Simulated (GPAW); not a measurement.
## How the form of the self-energy moves the gap of VBiO4 (Dreyerite)

Aim: compare treatments of exchange, screening and correlation for the gap of VBiO4 (Dreyerite).

Main program and level: GPAW 26.7.0; LDA and many-body steps on it, plane waves.

## (1) The starting structure

Symmetry: I4_1/amd, No. 141, tetragonal system. Conventional cell: a = 7.303 Å, b = 7.303 Å, c = 6.584 Å, α = 90.00°, β = 90.00°, γ = 90.00°. Nearest to V lie 4 O at 1.70 Å. Nearest to Bi lie 8 O at 2.41 to 2.55 Å. Nearest to O lie 1 V at 1.70 Å and 2 Bi at 2.41 to 2.55 Å. Farther neighbours and most contacts between anions are not listed.

Coordinates:

```xyz
12
Lattice="-3.6515 3.6515 3.2920 3.6515 -3.6515 3.2920 3.6515 3.6515 -3.2920" Properties=species:S:1:pos:R:3 pbc="T T T"
V     0.0000    0.0000    3.2920
V     3.6515    0.0000    1.6460
Bi    0.0000    3.6515    1.6460
Bi    0.0000    0.0000    0.0000
O     3.6515    2.3516   -1.0995
O     4.9514    0.0000    0.5465
O     0.0000    1.2999    2.1925
O     2.3516    0.0000    0.5465
O     3.6515    1.2999    2.7455
O     1.2999    0.0000    4.3915
O     3.6515   -1.2999    2.7455
O     2.3516    3.6515    1.0995
```

The cell and positions come from the Crystallography Open Database and are kept as given unless a step says otherwise. Spin-orbit coupling is left out unless a step names it.

## (2) Empty states on the mesh, 4×4×4 mesh, 408 bands

This step: GPAW 26.7.0; DFT, LDA, plane waves, PAW.

The sums over transitions need many empty states on a uniform mesh; this step solves for them.

run.py reads:

```python
import json
import numpy as np
from gpaw.mpi import world
from gpaw import GPAW

calc = GPAW('gs.gpw').fixed_density(kpts={'size': (4, 4, 4), 'gamma': True},
    nbands=476,
    convergence={'bands': 408},
    txt='nscf.txt')
calc.write('full.gpw', mode='all')
res = {}
kpts = calc.get_ibz_k_points()
res['kpts'] = kpts
res['eigenvalues'] = [calc.get_eigenvalues(kpt=k) for k in range(len(kpts))]
res['n_electrons'] = calc.get_number_of_electrons()

if world.rank == 0:
    with open('result.json', 'w') as f:
        json.dump(res, f, default=lambda x: x.tolist())
```

Started as:

```bash
> mpirun -n 4 gpaw python run.py
```

The log of the run:

```text
Diagonalizing LCAO Hamiltonian
Converting LCAO to pw mode
convergence criteria:
- Maximum integral of absolute [eigenst]ate change: 4e-08 eV^2 / valence electron
maximum number of iterations: 100

SCF iterations
|iter     |     time |      energy | eigst |  dens |
|iter:   1|  |             | +4.28 |       |
|iter:   2|  |             | +3.07 |       |
|iter:   3|  |             | +2.01 |       |
[...]
|iter:  14|  |             | -6.84 |       |
|iter:  15|  |             | -7.38 |       |
|iter:  16|  |             | -7.60c|       |
SCF steps: 16
  __  _  _
 | _ |_)|_||  |
 |__||  | ||/\| - 26.7.0

Input parameters:
  mode=PW(ecut=600.0),
  convergence={'bands': 408},
  gpts=array([35, 35, 35]),
  kpts=MonkhorstPack(size=(4, 4, 4), gamma=True),
  maxiter=100,
  nbands=476,
  occupations=Occupations(name='fermi-dirac', width=0.001, fixmagmom=False),
  parallel={},
  xc=XC(name='LDA')
# Writing to full.gpw (mode='all')
  [... matrices ...]

timing:  # [seconds]
  Total: 0.176  # ━━━━━━━━━━━━━━━━━━━━━━━━━━━━━━━━━━━━━━━━━━━━━━━━━━━━━━━━━━━
```

Elapsed: 9.4 min, on 4 MPI ranks of Arm Neoverse V2, shared host; peak memory 2.2 GiB.

This step gave:

- gap: 2.841 eV
- k of the valence top: 0.5, 0, 0.5
- k of the conduction bottom: 0.5, 0, 0.5
- least direct gap: 2.841 eV
- k points computed: 13
- lowest point of the top converged band, above the valence top: 86.4583 eV

On this mesh the gap is 2.841 eV.

## (3) One-shot HSE06

This step: one-shot HSE06 levels on LDA orbitals, plane waves, PAW.

run.py reads:

```python
import json
import numpy as np
from gpaw.mpi import world
from gpaw.hybrids.eigenvalues import non_self_consistent_eigenvalues

dft, vxc, vxc_hyb = non_self_consistent_eigenvalues('full.gpw', 'HSE06', 50, 54, kpt_indices=[0, 7])
res = {'dft': dft[0], 'hybrid': (dft - vxc + vxc_hyb)[0]}
if world.rank == 0:
    with open('hybrid.txt', 'w') as f:
        for k, e0, e1 in zip([0, 7], res['dft'], res['hybrid']):
            print(k, ' '.join(f'{x:9.4f}' for x in e0), '|', ' '.join(f'{x:9.4f}' for x in e1), file=f)

if world.rank == 0:
    with open('result.json', 'w') as f:
        json.dump(res, f, default=lambda x: x.tolist())
```

Started as:

```bash
> mpirun -n 4 gpaw python run.py
```

The log of the run:

```text
IBZ(<points: 13, symmetries: 8>)
Occupied bands: 52
Transforming wave functions from IBZ to BZ: 0.122 seconds
Distributing wave functions and iFFT-ing to real space: 1.658 seconds
Calculating eigenvalues:
  k-points: 2
  Bands: 50-53 (inclusive)
  Seconds: 11.464 (wave-function broadcasting: 0.021 seconds)
HSE06-eigenvalue shifts:
  min: -1.098 eV
  ave: 0.223 eV
  max: 1.496 eV
```

Run time: 16 s. Hardware: 4 MPI ranks; peak memory 3.8 GiB.

Numbers from this step:

| Quantity | Value |
| --- | --- |
| starting gap on the mesh | 2.841 eV |
| hybrid gap on the mesh | 4.980 eV |
| least direct hybrid gap on the computed points | 4.980 eV |

## (4) GLLB-SC, self-consistent

This step: DFT, GLLB-SC with its derivative discontinuity, plane waves, PAW.

run.py reads:

```python
import json
import numpy as np
from gpaw.mpi import world
from ase import Atoms
from gpaw import GPAW, PW, FermiDirac

atoms = Atoms(['V', 'V', 'Bi', 'Bi', 'O', 'O', 'O', 'O', 'O', 'O', 'O', 'O'],
    cell=[[-3.6515000000, 3.6515000000, 3.2920000000],
      [3.6515000000, -3.6515000000, 3.2920000000],
      [3.6515000000, 3.6515000000, -3.2920000000]],
    scaled_positions=[[0.5000000000, 0.5000000000, 0.0000000000],
      [0.2500000000, 0.7500000000, 0.5000000000],
      [0.7500000000, 0.2500000000, 0.5000000000],
      [0.0000000000, 0.0000000000, 0.0000000000],
      [0.1550000000, 0.3330000000, 0.8220000000],
      [0.0830000000, 0.7610000000, 0.6780000000],
      [0.5110000000, 0.3330000000, 0.1780000000],
      [0.0830000000, 0.4050000000, 0.3220000000],
      [0.5950000000, 0.9170000000, 0.6780000000],
      [0.6670000000, 0.8450000000, 0.1780000000],
      [0.2390000000, 0.9170000000, 0.3220000000],
      [0.6670000000, 0.4890000000, 0.8220000000]],
    pbc=(True, True, True))
calc = GPAW(mode=PW(600),
    xc='GLLBSC',
    kpts={'size': (4, 4, 4), 'gamma': True},
    occupations=FermiDirac(0.001),
    nbands=-12,
    convergence={'bands': -3},
    maxiter=120,
    txt='gllbsc.txt')
atoms.calc = calc
atoms.get_potential_energy()
homo, lumo = calc.get_homo_lumo()
response = calc.hamiltonian.xc.response
dxc_pot = response.calculate_discontinuity_potential(homo, lumo)
ks_gap, dxc = response.calculate_discontinuity(dxc_pot)
res = {'ks_gap': ks_gap, 'dxc': dxc}

if world.rank == 0:
    with open('result.json', 'w') as f:
        json.dump(res, f, default=lambda x: x.tolist())
```

Started as:

```bash
> mpirun -n 4 gpaw python run.py
```

The log of the run:

```text
[banner, memory and clock lines left out]
___ ___ ___ _ _ _
 |   |   |_  | | | |
 | | | | | . | | | |
 |__ |  _|___|_____|  26.7.0
 |___|_|

Input parameters:
  convergence: {bands: -3}
  kpts: {gamma: True,
         size: (4, 4, 4)}
  maxiter: 120
  mode: {ecut: 600.0,
         name: pw}
  nbands: -12
  occupations: {fixmagmom: False,
                name: fermi-dirac,
                width: 0.001}
  xc: GLLBSC

System changes: positions, numbers, cell, pbc, initial_charges, initial_magmoms

Initialize ...

species:
  V:
    name:    Vanadium
    Z:       23.0
    valence: 13
    core:    10
    charge:  0.0  # [|e|]
    compensation charges:
      type: gauss
      rc: 0.37  # [Å]
      lmax: 2
    cutoffs:
      filter: 2.14  # [Å]
      core: 0.96  # [Å]
    projectors
    | kind |    occ | energy [eV] | rcut [Å] |
    |   3s |  2.000 |     -72.418 |    1.254 |
    |   4s |  2.000 |      -6.895 |    1.254 |
    |   3p |  6.000 |     -46.043 |    1.281 |
    |   4p |  0.000 |      -3.284 |    1.281 |
    |   3d |  3.000 |      -6.729 |    1.169 |
    |    d |        |      20.482 |    1.169 |

    Using partial waves for V as LCAO basis

  Bi:
    name:    Bismuth
    Z:       83.0
    valence: 15
    core:    68
    charge:  0.0  # [|e|]
    compensation charges:
      type: gauss
      rc: 0.38  # [Å]
      lmax: 2
    cutoffs:
      filter: 2.23  # [Å]
      core: 2.33  # [Å]
    projectors
    | kind |    occ | energy [eV] | rcut [Å] |
    |   6s |  2.000 |     -15.926 |    1.286 |
    |   6p |  3.000 |      -6.531 |    1.275 |
    |   5d | 10.000 |     -28.645 |    1.349 |
    |    s |        |      11.285 |    1.286 |
    |    p |        |      20.681 |    1.275 |
    |    d |        |      -1.433 |    1.349 |

    Using partial waves for Bi as LCAO basis

  O:
    name:    Oxygen
    Z:       8.0
    valence: 6
    core:    2
    charge:  0.0  # [|e|]
    compensation charges:
      type: gauss
      rc: 0.21  # [Å]
      lmax: 2
    cutoffs:
      filter: 1.17  # [Å]
      core: 0.83  # [Å]
    projectors
    | kind |    occ | energy [eV] | rcut [Å] |
    |   2s |  2.000 |     -28.986 |    0.688 |
    |   2p |  4.000 |     -13.358 |    0.598 |
    |    s |        |      -1.774 |    0.688 |
    |    p |        |      13.853 |    0.598 |
    |    d |        |       0.000 |    0.619 |

    Using partial waves for O as LCAO basis

Reference energy: -1237250.575526  # eV

Spin-paired calculation

Convergence criteria:
 Maximum [total energy] change in last 3 cyles: 0.0005 eV / valence electron
 Maximum integral of absolute [dens]ity change: 0.0001 electrons / valence electron
 Maximum integral of absolute [eigenst]ate change: 4e-08 eV^2 / valence electron
 Maximum number of scf [iter]ations: 120
 (Square brackets indicate name in SCF output, whereas a 'c' in
 the SCF output indicates the quantity has converged.)
  [... matrices ...]
Symmetries present (total): 8

  [... matrices ...]
64 k-points: 4 x 4 x 4 Monkhorst-Pack grid + [1/8,1/8,1/8]
13 k-points in the irreducible part of the Brillouin zone
       k-points in crystal coordinates                weights
   0:     0.00000000    0.00000000    0.00000000          1/64
   1:     0.25000000   -0.25000000    0.00000000          4/64
   2:     0.25000000   -0.25000000    0.25000000          4/64
   3:     0.25000000    0.00000000    0.00000000          8/64
   4:     0.25000000    0.25000000   -0.25000000          2/64
   5:     0.25000000    0.25000000    0.25000000          2/64
   6:     0.50000000    0.00000000    0.25000000          8/64
   7:     0.50000000    0.00000000    0.50000000          4/64
   8:     0.50000000    0.25000000    0.25000000         16/64
   9:     0.50000000    0.25000000    0.50000000          8/64
          ...
  12:     0.50000000    0.50000000    0.50000000          1/64

Wave functions: Plane wave expansion
  Cutoff energy: 600.000 eV
  Number of coefficients (min, max): 5817, 5885
  Pulay-stress correction: 0.000000 eV/Ang^3 (de/decut=0.000000)
  Using FFTW library
  Wavefunction extrapolation:
    Improved wavefunction reuse through dual PAW basis

Occupation numbers: Fermi-Dirac:
  width: 0.0010  # eV

Eigensolver
   Davidson(niter=2)

Densities:
  Coarse grid: 35*35*35 grid
  Fine grid: 70*70*70 grid
  Total Charge: 0.000000

Density mixing:
  Method: separate
  Backend: msr1
  Linear mixing parameter: 0.05
  old densities: 10
  Width of damping distribution: 1.1
  Damping of long wavelength oscillations: 20

Hamiltonian:
  XC and Coulomb potentials evaluated on a 70*70*70 grid
  Using the GLLBSC Exchange-Correlation functional
  External potential:
    NoExternalPotential

XC parameters: GLLBSC functional being used consists of
  | Weight | Module     | Description                                   |
  |  1.000 | SCREENING  | GGA_X_PBE_SOL with 2 nearest neighbor stencil |
  |  1.000 | RESPONSE   | eps=0.0500 eV                                 |
  |  1.000 | XC         | GGA_C_PBE_SOL with 2 nearest neighbor stencil |

Memory estimate:

Total number of cores used: 4
Parallelization over k-points: 4

Number of atoms: 12
Number of atomic orbitals: 76
Number of bands in calculation: 64
Number of valence electrons: 104
Bands to converge: 61

... initialized

Initializing position-dependent things.

Density initialized from atomic densities
Creating initial wave functions:
  64 bands from LCAO basis set

           O
        V Bi     O
        O       O
                 V

        Bi    O   O O

Atomic positions and initial magnetic moments

Positions:
   0 V      0.000000    0.000000    3.292000    ( 0.0000,  0.0000,  0.0000)
   1 V      3.651500    0.000000    1.646000    ( 0.0000,  0.0000,  0.0000)
   2 Bi     0.000000    3.651500    1.646000    ( 0.0000,  0.0000,  0.0000)
   3 Bi     0.000000    0.000000    0.000000    ( 0.0000,  0.0000,  0.0000)
   4 O      3.651500    2.351566   -1.099528    ( 0.0000,  0.0000,  0.0000)
   5 O      4.951434    0.000000    0.546472    ( 0.0000,  0.0000,  0.0000)
[...]
9 O      1.299934    0.000000    4.391528    ( 0.0000,  0.0000,  0.0000)
  10 O      3.651500   -1.299934    2.745528    ( 0.0000,  0.0000,  0.0000)
  11 O      2.351566    3.651500    1.099528    ( 0.0000,  0.0000,  0.0000)
  [... matrices ...]
Unit cell:
           periodic     x           y           z      points  spacing
  1. axis:    yes   -3.651500    3.651500    3.292000    35     0.1397
  2. axis:    yes    3.651500   -3.651500    3.292000    35     0.1397
  3. axis:    yes    3.651500    3.651500   -3.292000    35     0.1475

  Lengths:   6.124065   6.124065   6.124065
  Angles:  106.795798 106.795798 114.965776

Effective grid spacing dv^(1/3) = 0.1600

iter:   1   -134.094264   +0.35
iter:   2   -126.981678   -0.20  -0.88
iter:   3   -100.196417   +0.45  -0.91
iter:   4    -98.356212   -0.91  -1.08
iter:   5    -95.780569   -1.39  -1.35
iter:   6    -94.444191   -1.19  -1.61
iter:   7    -94.322469   -1.73  -2.13
iter:   8    -93.455180   -1.77  -2.25
iter:   9    -93.845850   -2.49  -2.20
iter:  10    -93.927818   -2.58  -2.87
iter:  11    -93.936372   -2.98  -3.20
iter:  12    -93.860791   -3.28  -3.04
iter:  13    -93.861678   -3.66  -4.16c
iter:  14    -93.865431c  -3.98  -4.01c
iter:  15    -93.868865c  -3.84  -4.07c
iter:  16    -93.874707c  -4.03  -4.33c
iter:  17    -93.873432c  -4.33  -4.50c
iter:  18    -93.872387c  -4.59  -4.57c
iter:  19    -93.871790c  -4.74  -4.78c
[...]
iter:  34    -93.871535c  -6.80  -8.73c
iter:  35    -93.871534c  -6.92  -8.78c
iter:  36    -93.871534c  -7.20  -8.96c
iter:  37    -93.871534c  -7.50c -9.26c

Converged after 37 iterations.

Dipole moment: (9.744690, -9.744690, -0.000000) |e|*Ang

Energy contributions relative to reference atoms: (reference = -1237250.575526)
  [... matrices ...]
Kinetic:       +180.948852
Potential:     -182.198711
External:        +0.000000
XC:             -90.550595
Entropy (-ST):   -0.000000
Local:           -2.071080
SIC:             +0.000000
Free energy:    -93.871534
Extrapolated:   -93.871534

GLLBSC response reference energy: 0.85359 eV (from HOMO)
  [... matrices ...]
Showing only first 2 kpts
 Kpt  Band  Eigenvalues  Occupancy
  0    50      0.20952    2.00000
  0    51      0.34323    2.00000
  0    52      4.64163    0.00000
  0    53      5.04427    0.00000

  1    50      0.25706    2.00000
  1    51      0.42422    2.00000
  1    52      4.66285    0.00000
  1    53      4.96761    0.00000

Fermi level: 2.86747

Gap: 3.506 eV
Transition (v -> c):
  (s=0, k=9, n=51, [0.50, 0.25, 0.50]) -> (s=0, k=7, n=52, [0.50, 0.00, 0.50])
Direct/indirect transitions are different
Direct gap: 3.537 eV
Transition at: (s=0, k=7, n=51, [0.50, 0.00, 0.50])
  [... matrices ...]
```

The job ended after 1.7 min (4 MPI ranks; peak memory 1.3 GiB).

Numbers from this step:

* starting gap on the mesh: 3.506 eV
* derivative discontinuity: 0.9469 eV
* quasiparticle gap on the mesh: 4.453 eV

[end of part 1 of 2]

[Paths, hosts, dates, memory and timing lines, banners, echoed tables and standing remarks are left out of the program output.]

[Logs are printed without paths, hosts, clocks, repeated set-up lines and the standing remarks that a program may print on its own settings, such as how far it seeks lower states.]

[Runs of the session that timed out or met a known fault of the program may be left out.]

[Hosts, paths, dates, database ids (printed as entryN), source tags and the programs' standing remarks are cut or masked in the printed files.]
